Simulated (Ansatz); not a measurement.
# Elastic response of random rock-salt alloy of LiF and LiH (64 atoms)

How stiff is random rock-salt alloy of LiF and LiH (64 atoms), and how do its levels respond to strain?

Calculated with Ansatz 0.2.0; Kohn-Sham DFT, PBE, PAW (set soft_2), plane waves.

**1. Set-up**

The cell holds 64 atoms: 32 Li, 24 H and 8 F. Its edges and angles: a = 8.138 Å, b = 8.138 Å, c = 8.138 Å, α = 90.0°, β = 90.0°, γ = 90.0°. It derives from LiF and LiH. Rock-salt LiF, 2 x 2 x 2 conventional cells, 24 of 32 F sites given to H at random (x = 0.750), lattice by Vegard's rule (a = 4.069 Å); not relaxed, displaced by a Gaussian of 0.02 Å.

What the set-up can't give: Sampling is at Γ alone.

**2. Single point at the start**

A single point comes first, to see the forces before anything moves.

Contents of input.yaml:

```yaml
crystal:
  lattice:
    - [8.138, 0.0, 0.0]
    - [0.0, 8.138, 0.0]
    - [0.0, 0.0, 8.138]
  atoms:
    - { symbol: Li, position: [0.9994, 0.0019, 0.99933] }
    - { symbol: H, position: [0.2476, 0.99982, 0.99748] }
    - { symbol: Li, position: [0.00057, 0.24557, 0.24974] }
    - { symbol: F, position: [0.2468, 0.24986, 0.24851] }
    - { symbol: Li, position: [0.2507, 0.0014, 0.24704] }
    - { symbol: H, position: [0.99766, 0.99887, 0.25478] }
    - { symbol: Li, position: [0.25313, 0.24826, 0.99544] }
    - { symbol: H, position: [0.99766, 0.25236, 0.00042] }
    - { symbol: Li, position: [0.00312, 0.99959, 0.50193] }
    - { symbol: H, position: [0.25158, 0.99957, 0.50112] }
    - { symbol: Li, position: [0.99406, 0.2487, 0.7447] }
    - { symbol: H, position: [0.2501, 0.24931, 0.75112] }
    - { symbol: Li, position: [0.24451, 0.99749, 0.75001] }
    - { symbol: H, position: [0.00151, 0.99873, 0.74484] }
    - { symbol: Li, position: [0.25115, 0.24926, 0.5044] }
    - { symbol: F, position: [0.00105, 0.25093, 0.50175] }
    - { symbol: Li, position: [0.00288, 0.50434, 0.99792] }
    - { symbol: H, position: [0.24855, 0.49979, 0.99638] }
    - { symbol: Li, position: [0.99969, 0.75393, 0.24975] }
    - { symbol: H, position: [0.25224, 0.75273, 0.25221] }
    - { symbol: Li, position: [0.24956, 0.49994, 0.25353] }
    - { symbol: H, position: [0.99383, 0.5008, 0.2507] }
    - { symbol: Li, position: [0.24723, 0.74868, 0.00162] }
    - { symbol: H, position: [0.99983, 0.7487, 0.99731] }
    - { symbol: Li, position: [0.99872, 0.49845, 0.49663] }
    - { symbol: H, position: [0.2494, 0.4964, 0.50178] }
    - { symbol: Li, position: [0.00125, 0.74774, 0.75175] }
    - { symbol: F, position: [0.24995, 0.7477, 0.75304] }
    - { symbol: Li, position: [0.24635, 0.50349, 0.74742] }
    - { symbol: H, position: [0.00168, 0.49912, 0.75271] }
    - { symbol: Li, position: [0.25035, 0.74908, 0.49653] }
    - { symbol: F, position: [0.99905, 0.74837, 0.50105] }
    - { symbol: Li, position: [0.50345, 0.00578, 0.99985] }
    - { symbol: H, position: [0.74682, 0.99799, 0.99725] }
    - { symbol: Li, position: [0.50014, 0.24775, 0.24932] }
    - { symbol: F, position: [0.74748, 0.24912, 0.25082] }
    - { symbol: Li, position: [0.75448, 0.00135, 0.24767] }
    - { symbol: H, position: [0.50054, 0.999, 0.24747] }
    - { symbol: Li, position: [0.7544, 0.24838, 0.00192] }
    - { symbol: F, position: [0.49727, 0.25087, 0.99784] }
    - { symbol: Li, position: [0.49949, 0.99992, 0.50082] }
    - { symbol: H, position: [0.74984, 0.00138, 0.49876] }
    - { symbol: Li, position: [0.5005, 0.25011, 0.74796] }
    - { symbol: H, position: [0.74364, 0.25141, 0.74915] }
    - { symbol: Li, position: [0.74746, 0.00303, 0.75461] }
    - { symbol: H, position: [0.50149, 0.99487, 0.74854] }
    - { symbol: Li, position: [0.74351, 0.24523, 0.49985] }
    - { symbol: H, position: [0.49505, 0.25161, 0.49997] }
    - { symbol: Li, position: [0.50026, 0.49927, 0.00174] }
    - { symbol: H, position: [0.75374, 0.49783, 0.99747] }
    - { symbol: Li, position: [0.50063, 0.75219, 0.24648] }
    - { symbol: H, position: [0.74699, 0.74782, 0.25265] }
    - { symbol: Li, position: [0.74869, 0.49995, 0.2502] }
    - { symbol: H, position: [0.49957, 0.49634, 0.2498] }
    - { symbol: Li, position: [0.75022, 0.75116, 0.99881] }
    - { symbol: H, position: [0.5022, 0.74979, 0.99873] }
    - { symbol: Li, position: [0.49948, 0.5046, 0.49926] }
    - { symbol: F, position: [0.74945, 0.50135, 0.49471] }
    - { symbol: Li, position: [0.50029, 0.74983, 0.74819] }
    - { symbol: F, position: [0.7504, 0.74917, 0.74904] }
    - { symbol: Li, position: [0.74949, 0.50095, 0.75066] }
    - { symbol: H, position: [0.50148, 0.49843, 0.74865] }
    - { symbol: Li, position: [0.74673, 0.75372, 0.50106] }
    - { symbol: H, position: [0.50025, 0.74914, 0.50082] }
kpoints:
  mp_grid: { grid: [1, 1, 1] }
hamiltonian:
  xc: pbe
scf:
  occupations: { method: fixed }
output:
  forces: true
```

The run is started by

```sh
$ ansatz run input.yaml --threads 4 --pin off --max-ram 8192MiB --backend cpu --events-out ev --progress --plain --runs-dir out
```

Numbers of over 12 decimals in the logs are rounded to 6 here.

What it wrote:

```text
[...]
Pseudopotentials: kind: paw
Pseudopotential: Li, paw, valence charge 3, recommended cutoff 420 eV (normal), Li.paw.azcp
Pseudopotential: H, paw, valence charge 1, recommended cutoff 420 eV (normal), H.paw.azcp
Pseudopotential: F, paw, valence charge 7, recommended cutoff 420 eV (normal), F.paw.azcp
[... 5 lines on functional and potentials left out ...]
Crystal: 64 atoms, lattice volume = 538.956 Å³
Basis set: ecut = 420 eV, 10443 PW (Γ), exchange–correlation on 120×120×120 points (8 copies of the dense FFT grid, shifted against one another)
Bands: 152, of which v1, the nominal top of the filled ones, is band 88 counted from 1 (87 counted from 0)
Symmetry: 1 space group operations
Space group: P1 (ITA 1), of the structure as read, at distance tolerance 8.1e-5 Å
k-points: 1
[... 7 lines on functional and potentials left out ...]
Initial density: superposition of atomic densities (neutral atoms: chi_scale 0, normalization atom), corrected by the library's trained network
Initial wavefunctions: pseudopotential atomic-orbital guess
[...]
SCF iter   1: F=—  HF=-13440.915291 eV  |F-HF|=—  |Δ(HF+E_count)|=         —  Δρ=2.32e-3  dr2=3.79e-2  ethr=1.77e-3  ⟨swp⟩=11.0  Hψ=668  notcnv=0  defer=62
preconditioner: auto → Resta (q_TF=auto, 2.264 Å⁻¹)  ε∞=2.2  [insulator: Δε(μ)=4.149 eV  Ē_g=14.223 eV  n_scr=92 (ndim 8)  ℏωp=15.7 eV  f_vac=0.000  ε∞_Penn≈2.2]
SCF iter   2: F=—  HF=-13440.910004 eV  |F-HF|=—  |Δ(HF+E_count)|=   5.29e-3  Δρ=1.18e-3  dr2=7.86e-3  ethr=2.15e-5  ⟨swp⟩=4.0  Hψ=204  notcnv=0  defer=62
SCF iter   3: F=—  HF=-13440.910584 eV  |F-HF|=—  |Δ(HF+E_count)|=   5.79e-4  Δρ=6.44e-4  dr2=1.67e-3  ethr=4.47e-6  ⟨swp⟩=4.0  Hψ=155  notcnv=0  defer=20
automatic band count: iteration 3 solves 110 bands in place of 152: the levels show a gap, and the empty bands left out lie too high to hold charge; the band table lists the bands solved (type scf.n_extra_bands for more)
SCF iter   4: F=—  HF=-13440.910489 eV  |F-HF|=—  |Δ(HF+E_count)|=   9.47e-5  Δρ=1.51e-4  dr2=7.63e-5  ethr=9.50e-7  ⟨swp⟩=2.0  Hψ=153  notcnv=0  defer=20
SCF iter   5: F=—  HF=-13440.912273 eV  |F-HF|=—  |Δ(HF+E_count)|=   1.78e-3  Δρ=3.89e-5  dr2=4.66e-6  ethr=4.34e-8  ⟨swp⟩=2.0  Hψ=198  notcnv=0  defer=20
SCF iter   6: F=—  HF=-13440.912273 eV  |F-HF|=—  |Δ(HF+E_count)|=   6.27e-7  Δρ=1.52e-5  dr2=6.34e-7  ethr=2.65e-9  ⟨swp⟩=2.0  Hψ=145  notcnv=0  defer=20
SCF iter   7: F=-13440.912274 eV  HF=-13440.912274 eV  |F-HF|=3.20e-8  |Δ(HF+E_count)|=   3.39e-7  Δρ=2.41e-6  dr2=1.74e-8  ethr=5.68e-11  ⟨swp⟩=4.0  Hψ=321  notcnv=0
SCF 1 converged in 7 iterations: F = -13440.912274 eV  dr2 = 1.74e-8
[...]
SCF converged after 7 iterations
Free energy (F): -13440.912274 eV
Harris-Foulkes:  -13440.912274 eV  (|F-HF|=3.20e-8)
Internal energy: -13440.912274 eV  (E = F + TS)
E sigma→0 (E₀):  -13440.912274 eV
Fermi energy:    1.428555 eV
--- Per-component energies (eV) ---
[...]
Σ components = -13440.912274   (vs F -13440.912274, Δ=0.00e0)
--- Forces (eV/Å), atoms counted from 1 ---
  atom   1  Li     0.05903052    -0.01081328    -0.04948098
  atom   2  H     -0.01090040     0.00193016     0.05520430
  atom   3  Li     0.01123591     0.14833023     0.06071682
  atom   4  F      0.06537827    -0.06159003     0.01294603
[...]
atom  64  H     -0.05157518     0.03539408    -0.08712743
  max |Σ_I F_I| component: 3.42e-5 eV/Å
```

The job ended after 2.4 s (4 threads of Arm Neoverse V1, shared host; peak memory 0.55 GiB).

The column dr2 measures how far the density is from self-consistency, as an energy; F and HF (Harris–Foulkes) agree once it is small.

The r.m.s. force at the start is 0.076 eV/Å.

**3. Cell and atoms relaxed**

The cell is relaxed with the atoms, since the starting lattice needn't suit this functional.

Contents of input.yaml:

```yaml
crystal:
  lattice:
    - [8.138, 0.0, 0.0]
    - [0.0, 8.138, 0.0]
    - [0.0, 0.0, 8.138]
  atoms:
    [... the 64 atom lines of step 2 ...]
kpoints:
  mp_grid: { grid: [1, 1, 1] }
hamiltonian:
  xc: pbe
scf:
  occupations: { method: fixed }
output:
  forces: true
relax:
  f_tol: 0.05
  max_steps: 150
  cell: {}
```

What it wrote:

```text
[...]
Crystal: 64 atoms, lattice volume = 538.956 Å³
Basis set: ecut = 420 eV, 10443 PW (Γ), exchange–correlation on 120×120×120 points (8 copies of the dense FFT grid, shifted against one another)
Bands: 152, of which v1, the nominal top of the filled ones, is band 88 counted from 1 (87 counted from 0)
Symmetry: 1 space group operations
[...]
k-points: 1
[...]
SCF iter   1: F=—  HF=-13440.915290 eV  |F-HF|=—  |Δ(HF+E_count)|=         —  Δρ=2.32e-3  dr2=3.79e-2  ethr=1.77e-3  ⟨swp⟩=11.0  Hψ=668  notcnv=0  defer=62
[...]
SCF iter   7: F=-13440.912274 eV  HF=-13440.912274 eV  |F-HF|=3.20e-8  |Δ(HF+E_count)|=   3.40e-7  Δρ=2.41e-6  dr2=1.73e-8  ethr=5.68e-11  ⟨swp⟩=4.0  Hψ=321  notcnv=0
SCF 1 converged in 7 iterations: F = -13440.912274 eV  dr2 = 1.73e-8
[...]
relax step   1: F+E_penalty+E_count = -13440.91227383 eV  Δ(F+E_penalty+E_count) = +0.000e0 eV  max|allowed force component| = 1.817e-1 eV/Å  Δτ_max = 0.0000 Å  P = -0.424 GPa  Ω = 538.956 Å³  (7 SCF iters, dr2 threshold 1.00e-7 eV, accepted)
[...]
relax step   2: F+E_penalty+E_count = -13440.88849020 eV  Δ(F+E_penalty+E_count) = +2.378e-2 eV  max|allowed force component| = 3.868e-1 eV/Å  Δτ_max = 0.1423 Å  P = -0.176 GPa  Ω = 535.710 Å³  energy of the carried Pulay correction = +5.652e-3 eV  (7 SCF iters, dr2 threshold 2.06e-6 eV, rejected (line search))
[...]
relax step   3: F+E_penalty+E_count = -13441.06443093 eV  Δ(F+E_penalty+E_count) = -1.522e-1 eV  max|allowed force component| = 1.730e-2 eV/Å  Δτ_max = 0.0693 Å  P = +0.014 GPa  Ω = 533.414 Å³  energy of the carried Pulay correction = +9.670e-3 eV  (10 SCF iters, accepted)
[...]
relax step   4: F+E_penalty+E_count = -13441.06227001 eV  Δ(F+E_penalty+E_count) = +2.161e-3 eV  max|allowed force component| = 1.729e-2 eV/Å  Δτ_max = 0.0000 Å  P = -0.014 GPa  Ω = 533.414 Å³  stress off target by 3.76e-2 GPa  SCF on the basis re-selected at this cell (its energy is not comparable with the rows above)  (6 SCF iters)
basis re-selected at this cell: Δ(F+E_penalty+E_count) = +2.161e-3 eV, ΔP = -0.028 GPa vs the last step (what re-selecting the basis moved, of the pressure what is left beyond the Pulay correction that the steps carried, after the strain that the cell walked since its last selection, [...]
SCF converged after 6 iterations
Free energy (F): -13441.062270 eV
[...]
Internal energy: -13441.062270 eV  (E = F + TS)
E sigma→0 (E₀):  -13441.062270 eV
Fermi energy:    1.521914 eV
[...]
--- Forces (eV/Å), atoms counted from 1 ---
  atom   1  Li    -0.01057087     0.00233750    -0.00358050
  atom   2  H     -0.00219987     0.00130371    -0.00804355
  atom   3  Li    -0.00056762    -0.00755391    -0.00272556
  atom   4  F      0.00262794     0.01084575     0.00608372
  atom   5  Li     0.00413222    -0.00601155     0.00458240
  atom   6  H      0.00650298     0.00892449    -0.00719390
  atom   7  Li    -0.01428382    -0.00504359     0.00096576
  atom   8  H      0.00408910     0.00563390    -0.00071409
  atom   9  Li    -0.00017413     0.00512117     0.00031152
  atom  10  H      0.00511578    -0.00106003     0.00169885
  atom  11  Li     0.00366874    -0.01128679     0.00682139
  atom  12  H     -0.00080279     0.01161796    -0.00793182
  atom  13  Li     0.00938480     0.00041897    -0.00169509
  atom  14  H      0.00699965    -0.00465607     0.00783825
[...]
atom  63  Li    -0.01278952     0.00534114    -0.01148444
  atom  64  H      0.00586431     0.00158629    -0.00835112
  max |Σ_I F_I| component: 2.46e-4 eV/Å
--- Stress (GPa, compression-positive) ---
       -0.012987       0.004310      -0.000300
        0.004310      -0.006795      -0.021167
       -0.000300      -0.021167      -0.022834
  P = ⅓ Tr σ = -0.0142 GPa (-0.142 kbar)
--- Relaxed structure (3 steps of the walk, 2 accepted, 1 SCFs on fresh bases) ---
  F+E_penalty+E_count = -13441.06227001 eV   max|allowed force component| = 1.729e-2 eV/Å   (the final SCF, on the basis selected at the relaxed cell)
  cell:  # Å, volume = 533.4144 Å³
    - [8.116354, 5.118955764116659e-5, 0.000384411]
    - [5.118955764116659e-5, 8.083247, -0.00208246]
    - [0.000384411, -0.00208246, 8.130513]
  atoms:
    - { symbol: Li, position: [1.000304, -0.00025202, 0.999456] }
    - { symbol: H, position: [0.249699, 0.999584, 0.999530] }
    - { symbol: Li, position: [-0.000163955, 0.248994, 0.250034] }
    - { symbol: F, position: [0.249297, 0.249533, 0.249036] }
[...]
- { symbol: H, position: [0.499450, 0.749777, 0.498290] }
```

Run time: 7.8 s. Hardware: 4 threads; peak memory 0.57 GiB; 29 s of CPU time.

The relaxation converged after 3 steps, with a largest force component of 0.017 eV/Å.

(Part 1 of 3 ends here.)

[Logs are printed without paths, hosts, clocks, repeated set-up lines and the standing remarks that a program may print on its own settings, such as how far it seeks lower states.]

[Hosts, paths, dates, database ids (printed as entryN), source tags and the programs' standing remarks are cut or masked in the printed files.]
